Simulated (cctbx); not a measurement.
# Lattice, Laue class and space group of a new crystal

Cell: a = 20.2580 Å, b = 3.8810 Å, c = 11.3110 Å, α = 90.00°, β = 113.37°, γ = 90.00°. Expected content of the cell: Br4 Se16 V12.

The data are simulated with cctbx, not measured: Ag Kα, λ = 0.56087 Å, to d = 0.65 Å, 95 % of the full sphere, strongest reflection 70000 counts, noise from counting, a 1.5 % proportional error and a noise floor of 2 counts (s.d.); no absorption.

A first pass over the reflections prints:

```text
11721 reflections to d = 0.650 A
centring   violations  <I/sigma> of those
    A       2672 of  5841     12.7
    B       2671 of  5869     12.6
    C          1 of  5844     -0.0
    I       2722 of  5858     12.8
    R       3596 of  7811     12.8
    F       2672 of  8777      8.4
Laue class    unique    Rint  (classes that these axes allow; Friedel mates merged)
C 1 2/m 1        1746   0.017
space group    extra absences  I>4sigma  <I/sigma>
C 1 2 1                 0          0         -  acentric
C 1 m 1                 0          0         -  acentric
C 1 2/m 1               0          0         -  centric
Wilson B = 0.38 A^2   <|E^2-1|> = 0.885 (0.968 centric, 0.736 acentric)   E^2>4: 3.7 %
shell (A)         n   <I/sigma>
10.38 - 1.30    236     50.0
 1.30 - 1.03    230     52.7
 1.03 - 0.90    222     40.7
 0.90 - 0.82    219     44.2
 0.82 - 0.76    208     42.4
 0.76 - 0.72    221     37.1
 0.72 - 0.68    205     34.2
 0.68 - 0.65    205     34.5
```

**Question.** What are the lattice type, the Laue class and the likely space group?

The reflections that C centring forbids are absent (⟨I/σ⟩ near 0), so the lattice is C.

Only C 1 2/m 1 fits these axes (Rint 0.017); a search for a hidden higher lattice was not made.

3 settings pass the absence test. No glide or screw absences show, which leaves C 1 2 1, C 1 m 1 and C 1 2/m 1.

⟨|E²−1|⟩ = 0.885 leans to a centrosymmetric structure. The Wilson B of 0.38 Å² means U ≈ 0.0048 Å².

The true group is C2/m (no. 12), Laue class 2/m, centrosymmetric. The tables only narrow the choice to the tied entries; cell content, site symmetry and trial solutions must settle it.

The model was made for the exercise: a known structure type with other elements put in, its volume estimated, not relaxed; displacement parameters are assumed.

[Logs are printed without paths, hosts, clocks, repeated set-up lines and the standing remarks that a program may print on its own settings, such as how far it seeks lower states.]
